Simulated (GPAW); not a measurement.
# Settings that the conductance of a Li chain with one S atom in line needs, part 3 of 4

Wanted: a convergence study of zero-bias transport through a Li chain with one S atom in line, with run times.

GPAW 26.7.0; GPAW LCAO, PAW setups; Landauer transmission from Green's functions with principal layers (ASE), zero bias.

So far, transmission at the Fermi level (one spin): step 2 (the reference run) 0.00882; step 8 (broadening 1.00e-6 eV) 0.00884; step 9 (broadening 0.001 eV) 0.00866; step 11 (broadening 0.05 eV) 0.00310; step 13 (SCF mesh 1×1×1) 0.00889. Also open channels of the lead at the Fermi level (one spin): 1 in steps 2, 8, 9, 11 and 13.

### Step 14. Varying the k-points along the junction cell: kz = 2

Contents of run.py:

```python
import json
import numpy as np
from ase import Atoms
from ase.transport.calculators import TransportCalculator
from gpaw import GPAW, FermiDirac
from gpaw.lcao.tools import get_lcao_hamiltonian
from scipy.linalg import eigh

# The junction with lead layers at both ends, along the third cell vector
device = Atoms(
    ['Li', 'Li', 'Li', 'Li', 'Li', 'S', 'Li', 'Li', 'Li', 'Li', 'Li'],
    positions=[
        [4.50000, 4.50000, 1.47500],
        [4.50000, 4.50000, 4.42500],
        [4.50000, 4.50000, 7.37500],
        [4.50000, 4.50000, 10.32500],
        [4.50000, 4.50000, 13.27500],
        [4.50000, 4.50000, 15.60600],
        [4.50000, 4.50000, 17.93700],
        [4.50000, 4.50000, 20.88700],
        [4.50000, 4.50000, 23.83700],
        [4.50000, 4.50000, 26.78700],
        [4.50000, 4.50000, 29.73700]],
    cell=[[9.0, 0.0, 0.0], [0.0, 9.0, 0.0], [0.0, 0.0, 31.212]],
    pbc=True)

# One principal layer of the lead: the first 3 atoms of the device
lead = Atoms(
    ['Li', 'Li', 'Li'],
    positions=[
        [4.50000, 4.50000, 1.47500],
        [4.50000, 4.50000, 4.42500],
        [4.50000, 4.50000, 7.37500]],
    cell=[[9.0, 0.0, 0.0], [0.0, 9.0, 0.0], [0.0, 0.0, 8.85]],
    pbc=True)

settings = dict(mode='lcao', basis='szp(dzp)', xc='LDA', h=0.2,
                occupations=FermiDirac(0.1), maxiter=250,
                mixer=dict(beta=0.1, nmaxold=8, weight=100.0),
                convergence=dict(density=0.0001))
energies = np.arange(-2, 2 + 1e-9, 0.05)
eta = 0.0001
n1, n2 = 1, 1
# k and -k transmit alike, so half of the mesh across the current serves
mesh = [(i, j) for i in range(n1) for j in range(n2) if (i, j) <= (-i % n1, -j % n2)]
weights = np.array([1 if (i, j) == (-i % n1, -j % n2) else 2 for i, j in mesh]) / (n1 * n2)

# [... helper functions left out ...]
fermi_lead = ground_state(lead, (1, 1, 13), 'lead.txt')
fermi_device = ground_state(device, (1, 1, 2), 'device.txt')
# [... loop over the mesh left out, but for ...]
        # Shift the lead onto the potential of the device's first layer
        shift = ((H[:, 0, 0] - H0[:, 0, 0]) / S0[0, 0]).real.mean()
# [...]
kT = 8.617333e-5 * 200
bias = [0.1, 0.2, 0.5, 1.0, 1.5, 2.0]
# [... integrals and printing left out ...]
```

The run is started by

```console
> OMP_NUM_THREADS=1 OPENBLAS_NUM_THREADS=1 python run.py
```

The program printed:

```text
basis functions: device 49, principal layer 12
Fermi level: lead -2.8598 eV, device -2.9192 eV; lead shifted by 0.0013 eV
largest coupling past the next layer 5.67e-09 eV, largest misfit of the first layer 0.031 eV
  E-E_F (eV)   T (one spin)  channels
    -2.000    4.8103e-20    0.0000
    -1.950    5.0537e-20    0.0000
    -1.900    5.4339e-20    0.0000
    -1.850    6.0407e-20    0.0000
    -1.800    7.0574e-20    0.0000
    -1.750    8.9170e-20    0.0000
    -1.700    1.2889e-19    0.0000
    -1.650    2.4393e-19    0.0000
    -1.600    9.9640e-19    0.0000
    -1.550    7.2422e-18    0.0000
    -1.500    2.0095e-19    0.0000
    -1.450    4.2158e-20    0.0000
    -1.400    1.1196e-20    0.0000
    -1.350    3.8276e-22    0.0000
    -1.300   -5.3652e-21    0.0000
    -1.250   -8.9497e-21    0.0000
[...]
1.650    5.0818e-03    1.0000
     1.700    5.1627e-03    1.0000
     1.750    5.2095e-03    1.0000
     1.800    5.2058e-03    1.0000
     1.850    5.1311e-03    1.0000
     1.900    4.9604e-03    1.0000
     1.950    4.6637e-03    1.0000
     2.000    4.2047e-03    1.0000
conductance at 200 K: 0.0088153 G0 a cell; thermopower 7.397 uV/K
current from the zero-bias T(E) at 0.1 V: 0.068282 uA
current from the zero-bias T(E) at 0.2 V: 0.13642 uA
current from the zero-bias T(E) at 0.5 V: 0.33541 uA
current from the zero-bias T(E) at 1.0 V: 0.59736 uA
current from the zero-bias T(E) at 1.5 V: 0.72857 uA
current from the zero-bias T(E) at 2.0 V: 0.8099 uA
```

It took 22 s on 1 thread of Arm Neoverse V1, shared host; peak memory 0.91 GiB.

Numbers from this step:

```yaml
conductance: 0.008815 G₀
thermopower: 7.397 μV/K
largest_misfit_of_the_first_principal_layer: 0.03105 eV
shift_that_aligns_the_lead: 0.001290 eV
transmission_at_the_fermi_level_one_spin: 0.008823
```

One spin. The transmission, zone mean by energy, zero at the Fermi level:

| energy (eV) | transmission, zone mean |
| --- | --- |
| -2.00 | 0 |
| -1.90 | 0 |
| -1.80 | 0 |
| -1.70 | 0 |
| -1.55 | 0 |
| -1.45 | 0 |
| -1.35 | 0 |
| -1.25 | 0 |
| -1.15 | 0 |
| -1.05 | 0 |
| -0.90 | 0 |
| -0.80 | 0 |
| -0.70 | 5.2e-4 |
| -0.60 | 0.00278 |
| -0.50 | 0.00543 |
| -0.40 | 0.00784 |
| -0.25 | 0.0105 |
| -0.20 | 0.0106 |
| -0.15 | 0.0105 |
| -0.05 | 0.00950 |
| 0.00 | 0.00882 |
| 0.05 | 0.00814 |
| 0.15 | 0.00692 |
| 0.25 | 0.00599 |
| 0.40 | 0.00510 |
| 0.50 | 0.00474 |
| 0.60 | 0.00451 |
| 0.70 | 0.00435 |
| 0.80 | 0.00424 |
| 0.90 | 0.00417 |
| 1.05 | 0.00414 |
| 1.15 | 0.00419 |
| 1.25 | 0.00428 |
| 1.35 | 0.00444 |
| 1.45 | 0.00464 |
| 1.55 | 0.00487 |
| 1.70 | 0.00516 |
| 1.75 | 0.00521 |
| 1.80 | 0.00521 |
| 1.90 | 0.00496 |
| 2.00 | 0.00420 |

Crossings of the lead's bands, unfolded to its shortest repeat. Open channels, zone mean against energy, zero at the Fermi level:

```csv
energy (eV),"open channels, zone mean"
-2.00,0
-1.90,0
-1.80,0
-1.70,0
-1.55,0
-1.45,0
-1.35,0
-1.25,0
-1.15,0
-1.05,0
-0.90,0
-0.80,0
-0.70,1
-0.60,1
-0.50,1
-0.40,1
-0.25,1
-0.15,1
-0.05,1
0.00,1
0.05,1
0.15,1
0.25,1
0.40,1
0.50,1
0.60,1
0.70,1
0.80,1
0.90,1
1.05,1
1.15,1
1.25,1
1.35,1
1.45,1
1.55,1
1.70,1
1.80,1
1.90,1
2.00,1
```

Not self-consistent under bias; the bias window is split evenly. Current through one cell, from the zero-bias transmission against bias:

| bias (V) | current through one cell, from the zero-bias transmission (μA) |
| --- | --- |
| 0.100 | 0.0683 |
| 0.200 | 0.136 |
| 0.500 | 0.335 |
| 1.000 | 0.597 |
| 1.500 | 0.729 |
| 2.000 | 0.810 |

The conductance equals that of the base run to 0.2 %.

### Step 15. K-points along the junction cell: kz = 6

Edit run.py of step 14 so:

```diff
@@ -49,3 +49,3 @@
 fermi_lead = ground_state(lead, (1, 1, 13), 'lead.txt')
-fermi_device = ground_state(device, (1, 1, 2), 'device.txt')
+fermi_device = ground_state(device, (1, 1, 6), 'device.txt')
 # [... loop over the mesh left out, but for ...]
```

The program printed:

```text
basis functions: device 49, principal layer 12
Fermi level: lead -2.8598 eV, device -2.9192 eV; lead shifted by 0.0013 eV
largest coupling past the next layer 5.67e-09 eV, largest misfit of the first layer 0.031 eV
  E-E_F (eV)   T (one spin)  channels
    -2.000    4.8103e-20    0.0000
    -1.950    5.0537e-20    0.0000
    -1.900    5.4339e-20    0.0000
[...]
1.950    4.6636e-03    1.0000
     2.000    4.2047e-03    1.0000
conductance at 200 K: 0.0088153 G0 a cell; thermopower 7.397 uV/K
current from the zero-bias T(E) at 0.1 V: 0.068282 uA
current from the zero-bias T(E) at 0.2 V: 0.13642 uA
current from the zero-bias T(E) at 0.5 V: 0.33541 uA
current from the zero-bias T(E) at 1.0 V: 0.59737 uA
current from the zero-bias T(E) at 1.5 V: 0.72859 uA
current from the zero-bias T(E) at 2.0 V: 0.80992 uA
```

Elapsed: 24 s, on 1 thread; peak memory 0.91 GiB.

One spin. Transmission, zone mean against energy, zero at the Fermi level:

energy (eV), transmission, zone mean and a bar:
```
    -2.00     0.0000 
    -1.90     0.0000 
    -1.80     0.0000 
    -1.70     0.0000 
    -1.55     0.0000 
    -1.45     0.0000 
    -1.35     0.0000 
    -1.25     0.0000 
    -1.15     0.0000 
    -1.05     0.0000 
    -0.90     0.0000 
    -0.80     0.0000 
    -0.70     0.0005 #
    -0.60     0.0028 ########
    -0.50     0.0054 ###############
    -0.40     0.0078 ######################
    -0.25     0.0105 #############################
    -0.20     0.0106 ##############################
    -0.15     0.0105 ##############################
    -0.05     0.0095 ###########################
     0.00     0.0088 #########################
     0.05     0.0081 #######################
     0.15     0.0069 ###################
     0.25     0.0060 #################
     0.40     0.0051 ##############
     0.50     0.0047 #############
     0.60     0.0045 #############
     0.70     0.0043 ############
     0.80     0.0042 ############
     0.90     0.0042 ############
     1.05     0.0041 ############
     1.15     0.0042 ############
     1.25     0.0043 ############
     1.35     0.0044 #############
     1.45     0.0046 #############
     1.55     0.0049 ##############
     1.70     0.0052 ###############
     1.75     0.0052 ###############
     1.80     0.0052 ###############
     1.90     0.0050 ##############
     2.00     0.0042 ############
```

The conductance equals that of the base run to 0.2 %.

### Step 16. Convergence in the k-points along the junction cell

The runs and the base run on one axis.

This step: convergence of the conductance (GPAW 26.7.0).

Conductance against k-points along the junction cell:

```csv
k-points along the junction cell,conductance (G₀)
1.00,0.00888
2.00,0.00882
3.00,0.00882
6.00,0.00882
```

### Step 17. Varying the density threshold: conv = 0.1

The Hamiltonian is taken from the last density. The density threshold is one of the tests that end the cycle; the energy must settle too, so a loose value may not be the test that decides.

This step: GPAW LCAO, PAW setups; Landauer transmission from Green's functions with principal layers (ASE), zero bias (GPAW 26.7.0).

Edit run.py of step 15 so:

```diff
@@ -39,3 +39,3 @@
                 mixer=dict(beta=0.1, nmaxold=8, weight=100.0),
-                convergence=dict(density=0.0001))
+                convergence=dict(density=0.1))
 energies = np.arange(-2, 2 + 1e-9, 0.05)
@@ -49,3 +49,3 @@
 fermi_lead = ground_state(lead, (1, 1, 13), 'lead.txt')
-fermi_device = ground_state(device, (1, 1, 6), 'device.txt')
+fermi_device = ground_state(device, (1, 1, 3), 'device.txt')
 # [... loop over the mesh left out, but for ...]
```

The program printed:

```text
basis functions: device 49, principal layer 12
Fermi level: lead -2.8598 eV, device -2.9211 eV; lead shifted by 0.0050 eV
largest coupling past the next layer 5.67e-09 eV, largest misfit of the first layer 0.031 eV
  E-E_F (eV)   T (one spin)  channels
    -2.000    4.8454e-20    0.0000
    -1.950    5.0964e-20    0.0000
    -1.900    5.4884e-20    0.0000
    -1.850    6.1144e-20    0.0000
    -1.800    7.1661e-20    0.0000
    -1.750    9.1002e-20    0.0000
    -1.700    1.3275e-19    0.0000
    -1.650    2.5650e-19    0.0000
    -1.600    1.1362e-18    0.0000
    -1.550    4.8306e-18    0.0000
    -1.500    1.8196e-19    0.0000
    -1.450    3.9488e-20    0.0000
    -1.400    1.0619e-20    0.0000
    -1.350    3.8431e-22    0.0000
    -1.300   -5.1100e-21    0.0000
    -1.250   -8.6422e-21    0.0000
[...]
1.650    5.0823e-03    1.0000
     1.700    5.1645e-03    1.0000
     1.750    5.2133e-03    1.0000
     1.800    5.2127e-03    1.0000
     1.850    5.1425e-03    1.0000
     1.900    4.9782e-03    1.0000
     1.950    4.6903e-03    1.0000
     2.000    4.2431e-03    1.0000
conductance at 200 K: 0.0088194 G0 a cell; thermopower 7.366 uV/K
current from the zero-bias T(E) at 0.1 V: 0.068312 uA
current from the zero-bias T(E) at 0.2 V: 0.13646 uA
current from the zero-bias T(E) at 0.5 V: 0.33528 uA
current from the zero-bias T(E) at 1.0 V: 0.59647 uA
current from the zero-bias T(E) at 1.5 V: 0.72723 uA
current from the zero-bias T(E) at 2.0 V: 0.80856 uA
```

It took 20 s on 1 thread; peak memory 0.91 GiB.

This step gave:

```yaml
conductance: 0.008819 G₀
thermopower: 7.366 μV/K
largest_misfit_of_the_first_principal_layer: 0.03079 eV
shift_that_aligns_the_lead: 0.004965 eV
transmission_at_the_fermi_level_one_spin: 0.008827
```

One spin. The transmission, zone mean by energy, zero at the Fermi level:

energy (eV), transmission, zone mean and a bar:
```
    -2.00     0.0000 
    -1.90     0.0000 
    -1.80     0.0000 
    -1.70     0.0000 
    -1.55     0.0000 
    -1.45     0.0000 
    -1.35     0.0000 
    -1.25     0.0000 
    -1.15     0.0000 
    -1.05     0.0000 
    -0.90     0.0000 
    -0.80     0.0000 
    -0.70     0.0005 #
    -0.60     0.0028 ########
    -0.50     0.0054 ###############
    -0.40     0.0078 ######################
    -0.25     0.0104 #############################
    -0.20     0.0106 ##############################
    -0.15     0.0105 ##############################
    -0.05     0.0095 ###########################
     0.00     0.0088 #########################
     0.05     0.0081 #######################
     0.15     0.0069 ####################
     0.25     0.0060 #################
     0.40     0.0051 ##############
     0.50     0.0047 #############
     0.60     0.0045 #############
     0.70     0.0043 ############
     0.80     0.0042 ############
     0.90     0.0042 ############
     1.05     0.0041 ############
     1.15     0.0042 ############
     1.25     0.0043 ############
     1.35     0.0044 #############
     1.45     0.0046 #############
     1.55     0.0049 ##############
     1.70     0.0052 ###############
     1.75     0.0052 ###############
     1.80     0.0052 ###############
     1.90     0.0050 ##############
     2.00     0.0042 ############
```

Crossings of the lead's bands, unfolded to its shortest repeat. Table of open channels, zone mean by energy, zero at the Fermi level:

```csv
energy (eV),"open channels, zone mean"
-0.800,0
-0.600,1
-0.400,1
-0.200,1
0.000,1
0.200,1
0.400,1
0.600,1
0.800,1
1.000,1
1.200,1
1.400,1
1.600,1
1.800,1
2.000,1
```

Not self-consistent under bias; the bias window is split evenly. The current through one cell, from the zero-bias transmission by bias:

```csv
bias (V),"current through one cell, from the zero-bias transmission (μA)"
0.100,0.0683
0.200,0.136
0.500,0.335
1.000,0.596
1.500,0.727
2.000,0.809
```

The conductance equals that of the base run to 0.2 %.

### Step 18. Density threshold: conv = 0.01

Edit run.py of step 17 so:

```diff
@@ -39,3 +39,3 @@
                 mixer=dict(beta=0.1, nmaxold=8, weight=100.0),
-                convergence=dict(density=0.1))
+                convergence=dict(density=0.01))
 energies = np.arange(-2, 2 + 1e-9, 0.05)
```

The program printed:

```text
basis functions: device 49, principal layer 12
Fermi level: lead -2.8598 eV, device -2.9211 eV; lead shifted by 0.0050 eV
largest coupling past the next layer 5.67e-09 eV, largest misfit of the first layer 0.031 eV
  E-E_F (eV)   T (one spin)  channels
    -2.000    4.8454e-20    0.0000
    -1.950    5.0964e-20    0.0000
    -1.900    5.4884e-20    0.0000
    -1.850    6.1144e-20    0.0000
    -1.800    7.1661e-20    0.0000
    -1.750    9.1002e-20    0.0000
    -1.700    1.3275e-19    0.0000
    -1.650    2.5650e-19    0.0000
    -1.600    1.1362e-18    0.0000
    -1.550    4.8306e-18    0.0000
    -1.500    1.8196e-19    0.0000
    -1.450    3.9488e-20    0.0000
    -1.400    1.0619e-20    0.0000
    -1.350    3.8431e-22    0.0000
    -1.300   -5.1100e-21    0.0000
    -1.250   -8.6422e-21    0.0000
[...]
1.650    5.0823e-03    1.0000
     1.700    5.1645e-03    1.0000
     1.750    5.2133e-03    1.0000
     1.800    5.2127e-03    1.0000
     1.850    5.1425e-03    1.0000
     1.900    4.9782e-03    1.0000
     1.950    4.6903e-03    1.0000
     2.000    4.2431e-03    1.0000
conductance at 200 K: 0.0088194 G0 a cell; thermopower 7.366 uV/K
current from the zero-bias T(E) at 0.1 V: 0.068312 uA
current from the zero-bias T(E) at 0.2 V: 0.13646 uA
current from the zero-bias T(E) at 0.5 V: 0.33528 uA
current from the zero-bias T(E) at 1.0 V: 0.59647 uA
current from the zero-bias T(E) at 1.5 V: 0.72723 uA
current from the zero-bias T(E) at 2.0 V: 0.80856 uA
```

Run time: 20 s. Hardware: 1 thread; peak memory 0.91 GiB.

One spin. Transmission, zone mean against energy, zero at the Fermi level:

```
energy (eV)  transmission, zone mean
      -2.00                        0
      -1.90                        0
      -1.80                        0
      -1.70                        0
      -1.55                        0
      -1.45                        0
      -1.35                        0
      -1.25                        0
      -1.15                        0
      -1.05                        0
      -0.90                        0
      -0.80                        0
      -0.70                   4.8e-4
      -0.60                  0.00276
      -0.50                  0.00541
      -0.40                  0.00778
      -0.25                   0.0104
      -0.20                   0.0106
      -0.15                   0.0105
      -0.05                  0.00950
       0.00                  0.00883
       0.05                  0.00815
       0.15                  0.00692
       0.25                  0.00599
       0.40                  0.00510
       0.50                  0.00474
       0.60                  0.00451
       0.70                  0.00434
       0.80                  0.00424
       0.90                  0.00417
       1.05                  0.00415
       1.15                  0.00419
       1.25                  0.00429
       1.35                  0.00444
       1.45                  0.00464
       1.55                  0.00487
       1.70                  0.00516
       1.75                  0.00521
       1.80                  0.00521
       1.90                  0.00498
       2.00                  0.00424
```

Crossings of the lead's bands, unfolded to its shortest repeat. The open channels, zone mean by energy, zero at the Fermi level:

energy (eV), open channels, zone mean and a bar:
```
   -0.800       0.00 
   -0.600       1.00 ##############################
   -0.400       1.00 ##############################
   -0.200       1.00 ##############################
    0.000       1.00 ##############################
    0.200       1.00 ##############################
    0.400       1.00 ##############################
    0.600       1.00 ##############################
    0.800       1.00 ##############################
    1.000       1.00 ##############################
    1.200       1.00 ##############################
    1.400       1.00 ##############################
    1.600       1.00 ##############################
    1.800       1.00 ##############################
    2.000       1.00 ##############################
```

Not self-consistent under bias; the bias window is split evenly. The current through one cell, from the zero-bias transmission by bias:

| bias (V) | current through one cell, from the zero-bias transmission (μA) |
| --- | --- |
| 0.100 | 0.0683 |
| 0.200 | 0.136 |
| 0.500 | 0.335 |
| 1.000 | 0.596 |
| 1.500 | 0.727 |
| 2.000 | 0.809 |

The conductance equals that of the base run to 0.2 %.

### Step 19. Density threshold: conv = 0.001

Edit run.py of step 18 so:

```diff
@@ -39,3 +39,3 @@
                 mixer=dict(beta=0.1, nmaxold=8, weight=100.0),
-                convergence=dict(density=0.01))
+                convergence=dict(density=0.001))
 energies = np.arange(-2, 2 + 1e-9, 0.05)
```

The program printed:

```text
basis functions: device 49, principal layer 12
Fermi level: lead -2.8598 eV, device -2.9191 eV; lead shifted by 0.0011 eV
largest coupling past the next layer 5.67e-09 eV, largest misfit of the first layer 0.031 eV
  E-E_F (eV)   T (one spin)  channels
    -2.000    4.8104e-20    0.0000
    -1.950    5.0536e-20    0.0000
    -1.900    5.4338e-20    0.0000
[...]
1.950    4.6656e-03    1.0000
     2.000    4.2062e-03    1.0000
conductance at 200 K: 0.0088179 G0 a cell; thermopower 7.4 uV/K
current from the zero-bias T(E) at 0.1 V: 0.068302 uA
current from the zero-bias T(E) at 0.2 V: 0.13645 uA
current from the zero-bias T(E) at 0.5 V: 0.33545 uA
current from the zero-bias T(E) at 1.0 V: 0.59734 uA
current from the zero-bias T(E) at 1.5 V: 0.72855 uA
current from the zero-bias T(E) at 2.0 V: 0.8099 uA
```

The job ended after 21 s (1 thread; peak memory 0.91 GiB).

The conductance equals that of the base run to 0.2 %.

(Continued in part 4 of 4.)

[Logs are printed without paths, hosts, clocks, repeated set-up lines and the standing remarks that a program may print on its own settings, such as how far it seeks lower states.]

[Hosts, paths, dates, database ids (printed as entryN), source tags and the programs' standing remarks are cut or masked in the printed files.]
